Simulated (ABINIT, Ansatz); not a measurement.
## Converging GW for Sr2AlSbO6 (Fm-3m) in ABINIT

What does each rung of G0W0 on Sr2AlSbO6 (Fm-3m) cost, and what does it buy?

Calculated with ABINIT 10.8.3; LDA and many-body steps on it, plane waves.

## (1) Set-up

It takes space group Fm-3m (No. 225, cubic). The conventional cell has a = 7.857 Å, b = 7.857 Å, c = 7.857 Å, α = 90.00°, β = 90.00°, γ = 90.00°. Nearest to Sr lie 12 O at 2.78 Å. Nearest to Al lie 6 O at 1.93 Å. Nearest to Sb lie 6 O at 2.00 Å. Nearest to O lie 1 Al at 1.93 Å and 1 Sb at 2.00 Å and 4 Sr at 2.78 Å. Farther neighbours and most contacts between anions are not listed.

The cell and positions are those that the Materials Project relaxed with its own functionals (PBE, PBE+U or r2SCAN), kept fixed. Spin-orbit coupling is left out unless a step names it.

## (2) Empty states on the mesh, 2×2×2 mesh, 260 bands

This step: ABINIT 10.8.3; DFT, LDA, plane waves, norm-conserving pseudopotentials.

The sums over transitions need many empty states on a uniform mesh; this step solves for them.

run.abi

```
acell 3*1.0 Angstrom
rprim 
  0.000000000000 3.928638000000 3.928638000000
  3.928638000000 0.000000000000 3.928638000000
  3.928638000000 3.928638000000 0.000000000000
ntypat 4
znucl 38 13 51 8
natom 10
typat 1 1 2 3 4 4 4 4 4 4
xred 
  0.250000000000 0.250000000000 0.250000000000
  0.750000000000 0.750000000000 0.750000000000
  0.000000000000 0.000000000000 0.000000000000
  0.500000000000 0.500000000000 0.500000000000
  0.753917000000 0.246083000000 0.246083000000
  0.246083000000 0.753917000000 0.753917000000
  0.246083000000 0.753917000000 0.246083000000
  0.753917000000 0.246083000000 0.753917000000
  0.246083000000 0.246083000000 0.753917000000
  0.753917000000 0.753917000000 0.246083000000
pp_dirpath "pseudos"
pseudos "Sr.upf, Al.upf, Sb.upf, O.upf"
ecut 42
ngkpt 2 2 2
nshiftk 1
shiftk 0 0 0
kptopt 1
chksymbreak 0
iscf -2
irdden 1
istwfk *1
nband 260
nbdbuf 22
tolwfr 1e-09
nstep 60
prtvol 0
indata_prefix "in"
outdata_prefix "out"
tmpdata_prefix "tmp"
```

Run with:

```console
$ OMP_NUM_THREADS=1 mpirun -n 4 abinit run.abi > log
```

Numbers of over 12 decimals in the logs are rounded to 6 here.

What it wrote:

```text
.Version 10.8.3 of ABINIT. v10.8.2 released Aug 2026.

 Symmetries : space group Fm -3 m (#225); Bravais cF (face-center cubic)
[... echo of the input left out ...]
== DATASET  1 ==================================================================
-   mpi_nproc: 4, omp_nthreads: 1 (-1 if OMP is not activated)
-    --> not optimal distribution: autoparal keyword recommended in input file <--

--- !DatasetInfo
iteration_state: {dtset: 1, }
dimensions: {natom: 10, nkpt: 3, mband: 260, nsppol: 1, nspinor: 1, nspden: 1, mpw: 10777, }
cutoff_energies: {ecut:  42.0, pawecutdg:  -1.0, }
[...]
2.89037    2.92476    2.92476    2.92476    2.94768    2.94768    2.94930    2.94930
   2.94930    2.96815    2.96816    2.96927    2.96927    2.96929    2.99079    2.99080
   2.99105    3.00146    3.02860    3.02917
 prteigrs : prtvol=0 or 1, do not print more k-points.

== END DATASET(S) ==============================================================
================================================================================

 -outvars: echo values of variables after computation  --------
            nband         260
             nkpt           3
          spgroup         225
 [... the other variables as echoed above ...]

 Calculation completed.
```

Run time: 4.3 min. Hardware: 4 MPI ranks of Arm Neoverse N1, shared host; peak memory 0.51 GiB.

This step gave:

```yaml
gap: 1.771 eV
k_of_the_valence_top: 0, 0, 0
k_of_the_conduction_bottom: 0, 0, 0
least_direct_gap: 1.771 eV
k_points_computed: 3
lowest_point_of_the_top_converged_band_above_the_valence_top: 69.9749 eV
```

On this mesh the gap is 1.771 eV.

The density comes from a self-consistent run that is not shown.

## (3) Screening, 2×2×2 mesh, 65 bands, screening to 62.6 eV

The RPA dielectric matrix is built and inverted for each q.

This step: RPA screening on LDA, plane waves, norm-conserving pseudopotentials.

run.abi: that of step 2 with these lines changed.

```diff
@@ -28,10 +28,11 @@
 chksymbreak 0
-iscf -2
-irdden 1
 istwfk *1
-nband 260
-nbdbuf 22
-tolwfr 1e-09
-nstep 60
-prtvol 0
+occopt 1
+irdwfk 1
+optdriver 3
+nband 65
+ecuteps 2.3
+inclvkb 2
+awtr 1
+symchi 1
 indata_prefix "in"
```

What it wrote:

```text
.Version 10.8.3 of ABINIT. v10.8.2 released Aug 2026.

 Symmetries : space group Fm -3 m (#225); Bravais cF (face-center cubic)
[... echo of the input left out ...]
== DATASET  1 ==================================================================
-   mpi_nproc: 4, omp_nthreads: 1 (-1 if OMP is not activated)

--- !DatasetInfo
iteration_state: {dtset: 1, }
dimensions: {natom: 10, nkpt: 3, mband: 65, nsppol: 1, nspinor: 1, nspden: 1, mpw: 10777, }
cutoff_energies: {ecut:  42.0, pawecutdg:  -1.0, }
electrons: {nelect:   8.20000000E+01, charge:   0.00000000E+00, occopt:   1.00000000E+00, tsmear:   1.00000000E-02, }

 SCREENING: Calculation of the susceptibility and dielectric matrices

 Based on a program developped by R.W. Godby, V. Olevano, G. Onida, and L. Reining.
 Incorporated in ABINIT by V. Olevano, G.-M. Rignanese, and M. Torrent.
.Using double precision arithmetic ; gwpc =  8

[... cell and pseudopotentials left out ...]
--------------------------------------------------------------------------------

 ==== K-mesh for the wavefunctions ====
 Number of points in the irreducible wedge :     3
[... list of points left out ...]
 Together with 48 symmetry operations and time-reversal symmetry
 yields     8 points in the full Brillouin Zone.

 ==== Q-mesh for the screening function ====
 Number of points in the irreducible wedge :     3
[... list of points left out ...]
 Together with 48 symmetry operations and time-reversal symmetry
 yields     8 points in the full Brillouin Zone.

 setmesh: FFT mesh size selected  =    40x   40x   40
          total number of points  =        64000

 vcoul_init : cutoff-mode = AUXILIARY_FUNCTION
 q-points for optical limit:   1
     1)      0.000010    0.000020    0.000030

- screening: taking advantage of time-reversal symmetry
- Maximum band index for partially occupied states nbvw = 41
- Remaining bands to be divided among processors   nbcw = 24
- Number of bands treated by each node ~6

 Number of electrons calculated from density =   82.0000; Expected =   82.0000
 average of density, n =  0.100198
 r_s =    1.3356
 omega_plasma =   30.5342 [eV]

 calculating chi0 at frequencies [eV] :
  1    0.000000E+00    0.000000E+00
  2    0.000000E+00    3.053418E+01

--------------------------------------------------------------------------------
  q-point number  1        q = ( 0.000000, 0.000000, 0.000000) [r.l.u.]
--------------------------------------------------------------------------------
[... chi0 elements left out ...]
 For q-point:  0.000010 0.000020 0.000030
  dielectric constant =   4.7387
  dielectric constant without local fields =   4.9917

  Average fulfillment of the sum rule on Im[epsilon] for q-point    1 :     17.42  [%]
[... wings left out ...]
  q-point number  2        q = ( 0.500000, 0.000000, 0.000000) [r.l.u.]
--------------------------------------------------------------------------------
[... chi0 elements left out ...]
  Average fulfillment of the sum rule on Im[epsilon] for q-point    2 :     24.50  [%]

 [... 1 further q-points ...]
```

Wall time 28 s (4 MPI ranks); peak memory 1.5 GiB; 1.9 min of CPU time.

This step gave:

| Item | Value |
| --- | --- |
| ε∞ with local fields, on this mesh, along the program's q direction | 4.739 |
| the same without local fields | 4.992 |
| plasma frequency | 30.53 eV |
| plane waves in the screening matrix | 137 |

Local fields lower ε∞ by 5 %. On a Γ-centred mesh this coarse the value itself is usually too large, while a short band sum pulls it down.

## (4) 65 bands, 62.6 eV

The self-energy is evaluated for the states that the input lists, and the levels follow from it, in one-shot runs by the linearised quasiparticle equation.

This step: G0W0 on LDA, plane waves, norm-conserving pseudopotentials.

run.abi: that of step 3 with these lines changed.

```diff
@@ -31,8 +31,15 @@
 irdwfk 1
-optdriver 3
+optdriver 4
 nband 65
+gwcalctyp 0
+ecutsigx 42
+symsigma 1
+nkptgw 1
+kptgw 
+  0.0000000000 0.0000000000 0.0000000000
+bdgw 
+  39 44
 ecuteps 2.3
-inclvkb 2
-awtr 1
-symchi 1
+irdscr 1
+ppmodel 1
 indata_prefix "in"
```

What it wrote:

```text
.Version 10.8.3 of ABINIT. v10.8.2 released Aug 2026.

 Symmetries : space group Fm -3 m (#225); Bravais cF (face-center cubic)
[... echo of the input left out ...]
== DATASET  1 ==================================================================
-   mpi_nproc: 4, omp_nthreads: 1 (-1 if OMP is not activated)

--- !DatasetInfo
iteration_state: {dtset: 1, }
dimensions: {natom: 10, nkpt: 3, mband: 65, nsppol: 1, nspinor: 1, nspden: 1, mpw: 10777, }
cutoff_energies: {ecut:  42.0, pawecutdg:  -1.0, }
electrons: {nelect:   8.20000000E+01, charge:   0.00000000E+00, occopt:   1.00000000E+00, tsmear:   1.00000000E-02, }

 SIGMA: Calculation of the GW corrections

 Based on a program developped by R.W. Godby, V. Olevano, G. Onida, and L. Reining.
 Incorporated in ABINIT by V. Olevano, G.-M. Rignanese, and M. Torrent.
.Using double precision arithmetic ; gwpc =  8

[... cell and pseudopotentials left out ...]
--------------------------------------------------------------------------------

 ==== K-mesh for the wavefunctions ====
 Number of points in the irreducible wedge :     3
[... list of points left out ...]
 Together with 48 symmetry operations and time-reversal symmetry
 yields     8 points in the full Brillouin Zone.

 ==== Q-mesh for screening function ====
 Number of points in the irreducible wedge :     3
[... list of points left out ...]
 Together with 48 symmetry operations and time-reversal symmetry
 yields     8 points in the full Brillouin Zone.

 vcoul_init : cutoff-mode = AUXILIARY_FUNCTION
 q-points for optical limit:   1
     1)      0.000010    0.000020    0.000030
 setmesh: FFT mesh size selected  =    64x   64x   64
          total number of points  =       262144

 Number of electrons calculated from density =   82.0000; Expected =   82.0000
 average of density, n =  0.100198
 r_s =    1.3356
 omega_plasma =   30.5342 [eV]

 === KS Band Gaps ===
  >>>> For spin  1
   Minimum direct gap =   1.7713 [eV], located at k-point      :   0.0000  0.0000  0.0000
   Fundamental gap    =   1.7713 [eV], Top of valence bands at :   0.0000  0.0000  0.0000
                                       Bottom of conduction at :   0.0000  0.0000  0.0000
 SIGMA fundamental parameters:
 PLASMON POLE MODEL  1
 number of plane-waves for SigmaX                10777
 number of plane-waves for SigmaC and W            137
 number of plane-waves for wavefunctions         10777
 number of bands                                    65
 number of independent spin polarizations            1
 number of spinorial components                      1
 number of k-points in IBZ                           3
 number of q-points in IBZ                           3
 number of symmetry operations                      48
 number of k-points in BZ                            8
 number of q-points in BZ                            8
 number of frequencies for dSigma/dE                 9
 frequency step for dSigma/dE [eV]                0.25
 number of omega for Sigma on real axis              0
 max omega for Sigma on real axis  [eV]           0.00
 zcut for avoiding poles [eV]                     0.10

 EPSILON^-1 parameters (SCR file):
 dimension of the eps^-1 matrix on file            137
 dimension of the eps^-1 matrix used               137
 number of plane-waves for wavefunctions         10777
 number of bands                                    65
 number of q-points in IBZ                           3
 number of frequencies                               2
 number of real frequencies                          1
 number of imag frequencies                          1

 matrix elements of self-energy operator (all in [eV])

 Perturbative Calculation

--- !SelfEnergy_ee
iteration_state: {dtset: 1, }
kpoint     : [   0.000,    0.000,    0.000, ]
spin       : 1
KS_gap     :    1.771
QP_gap     :    4.392
Delta_QP_KS:    2.621
data: !SigmaeeData |
     Band     E0 <VxcDFT>   SigX SigC(E0)      Z dSigC/dE  Sig(E)    E-E0       E
       39   6.792 -20.022 -25.195   5.045   0.788  -0.269 -20.123  -0.101   6.691
       40   6.792 -20.022 -25.195   5.045   0.788  -0.269 -20.123  -0.101   6.691
       41   6.792 -20.022 -25.195   5.045   0.788  -0.269 -20.123  -0.101   6.691
       42   8.563 -16.994 -12.134  -1.886   0.847  -0.180 -14.474   2.520  11.083
       43  12.062 -10.970  -5.362  -2.458   0.872  -0.146  -8.222   2.749  14.811
       44  12.062 -10.970  -5.362  -2.458   0.872  -0.146  -8.222   2.749  14.811

== END DATASET(S) ==============================================================
================================================================================

 -outvars: echo values of variables after computation  --------
           etotal      0.0000000000E+00
            nband          65
             nkpt           3
          spgroup         225
 [... the other variables as echoed above ...]

 Calculation completed.
```

Run time: 9.1 s. Hardware: 4 MPI ranks; peak memory 0.96 GiB; 36 s of CPU time.

Numbers from this step:

| Quantity | Value |
| --- | --- |
| G0W0 gap on the points computed | 4.392 eV |
| starting gap on the mesh | 1.771 eV |
| k of the valence top | 0, 0, 0 |
| k of the conduction bottom | 0, 0, 0 |
| Z at the valence top | 0.788 |
| Z at the conduction bottom | 0.847 |
| least direct G0W0 gap on the computed points | 4.392 eV |

The gap on the mesh goes from 1.77 eV to 4.39 eV, a correction of +2.62 eV.

## (5) Screening, 2×2×2 mesh, 121 bands, screening to 114.3 eV

This step: RPA screening on LDA, plane waves, norm-conserving pseudopotentials.

run.abi: that of step 4 with these lines changed.

```diff
@@ -31,15 +31,8 @@
 irdwfk 1
-optdriver 4
-nband 65
-gwcalctyp 0
-ecutsigx 42
-symsigma 1
-nkptgw 1
-kptgw 
-  0.0000000000 0.0000000000 0.0000000000
-bdgw 
-  39 44
-ecuteps 2.3
-irdscr 1
-ppmodel 1
+optdriver 3
+nband 121
+ecuteps 4.2
+inclvkb 2
+awtr 1
+symchi 1
 indata_prefix "in"
```

What it wrote:

```text
.Version 10.8.3 of ABINIT. v10.8.2 released Aug 2026.

 Symmetries : space group Fm -3 m (#225); Bravais cF (face-center cubic)
[... echo of the input left out ...]
== DATASET  1 ==================================================================
-   mpi_nproc: 4, omp_nthreads: 1 (-1 if OMP is not activated)

--- !DatasetInfo
iteration_state: {dtset: 1, }
dimensions: {natom: 10, nkpt: 3, mband: 121, nsppol: 1, nspinor: 1, nspden: 1, mpw: 10777, }
cutoff_energies: {ecut:  42.0, pawecutdg:  -1.0, }
electrons: {nelect:   8.20000000E+01, charge:   0.00000000E+00, occopt:   1.00000000E+00, tsmear:   1.00000000E-02, }

 SCREENING: Calculation of the susceptibility and dielectric matrices

 Based on a program developped by R.W. Godby, V. Olevano, G. Onida, and L. Reining.
 Incorporated in ABINIT by V. Olevano, G.-M. Rignanese, and M. Torrent.
.Using double precision arithmetic ; gwpc =  8

[... cell and pseudopotentials left out ...]
--------------------------------------------------------------------------------

 ==== K-mesh for the wavefunctions ====
 Number of points in the irreducible wedge :     3
[... list of points left out ...]
 Together with 48 symmetry operations and time-reversal symmetry
 yields     8 points in the full Brillouin Zone.

 ==== Q-mesh for the screening function ====
 Number of points in the irreducible wedge :     3
[... list of points left out ...]
 Together with 48 symmetry operations and time-reversal symmetry
 yields     8 points in the full Brillouin Zone.

 setmesh: FFT mesh size selected  =    40x   40x   40
          total number of points  =        64000

 vcoul_init : cutoff-mode = AUXILIARY_FUNCTION
 q-points for optical limit:   1
     1)      0.000010    0.000020    0.000030

- screening: taking advantage of time-reversal symmetry
- Maximum band index for partially occupied states nbvw = 41
- Remaining bands to be divided among processors   nbcw = 80
- Number of bands treated by each node ~20

 Number of electrons calculated from density =   82.0000; Expected =   82.0000
 average of density, n =  0.100198
 r_s =    1.3356
 omega_plasma =   30.5342 [eV]

 calculating chi0 at frequencies [eV] :
  1    0.000000E+00    0.000000E+00
  2    0.000000E+00    3.053418E+01

--------------------------------------------------------------------------------
  q-point number  1        q = ( 0.000000, 0.000000, 0.000000) [r.l.u.]
--------------------------------------------------------------------------------
[... chi0 elements left out ...]
 For q-point:  0.000010 0.000020 0.000030
  dielectric constant =   4.9119
  dielectric constant without local fields =   5.3297

  Average fulfillment of the sum rule on Im[epsilon] for q-point    1 :     40.50  [%]
[... wings left out ...]
  q-point number  2        q = ( 0.500000, 0.000000, 0.000000) [r.l.u.]
--------------------------------------------------------------------------------
[... chi0 elements left out ...]
  Average fulfillment of the sum rule on Im[epsilon] for q-point    2 :     47.27  [%]

 [... 1 further q-points ...]
```

Elapsed: 76 s, on 4 MPI ranks; peak memory 1.7 GiB.

Numbers from this step:

```yaml
eps_infinity_with_local_fields_on_this_mesh_along_the_program_s_q_direction: 4.912
the_same_without_local_fields: 5.330
plasma_frequency: 30.53 eV
plane_waves_in_the_screening_matrix: 331
```

[end of part 1 of 2]

[Paths, hosts, dates, memory and timing lines, banners, echoed tables and standing remarks are left out of the program output.]

[Logs are printed without paths, hosts, clocks, repeated set-up lines and the standing remarks that a program may print on its own settings, such as how far it seeks lower states.]

[Runs of the session that timed out or met a known fault of the program may be left out.]

[No measured gap is set beside runs whose start may be inverted or whose files or cutoffs have a known fault.]

[Hosts, paths, dates, database ids (printed as entryN), source tags and the programs' standing remarks are cut or masked in the printed files.]

[G0W0 gaps are taken among the corrected bands and points alone; a level outside them can change the order at an edge.]

[Where Ansatz stands beside ABINIT at settings called matched, ABINIT's density can come from a denser mesh and the files from another edition; pairs whose starting gaps differed by over 0.03 eV were left out, so agreement reads better than it is.]
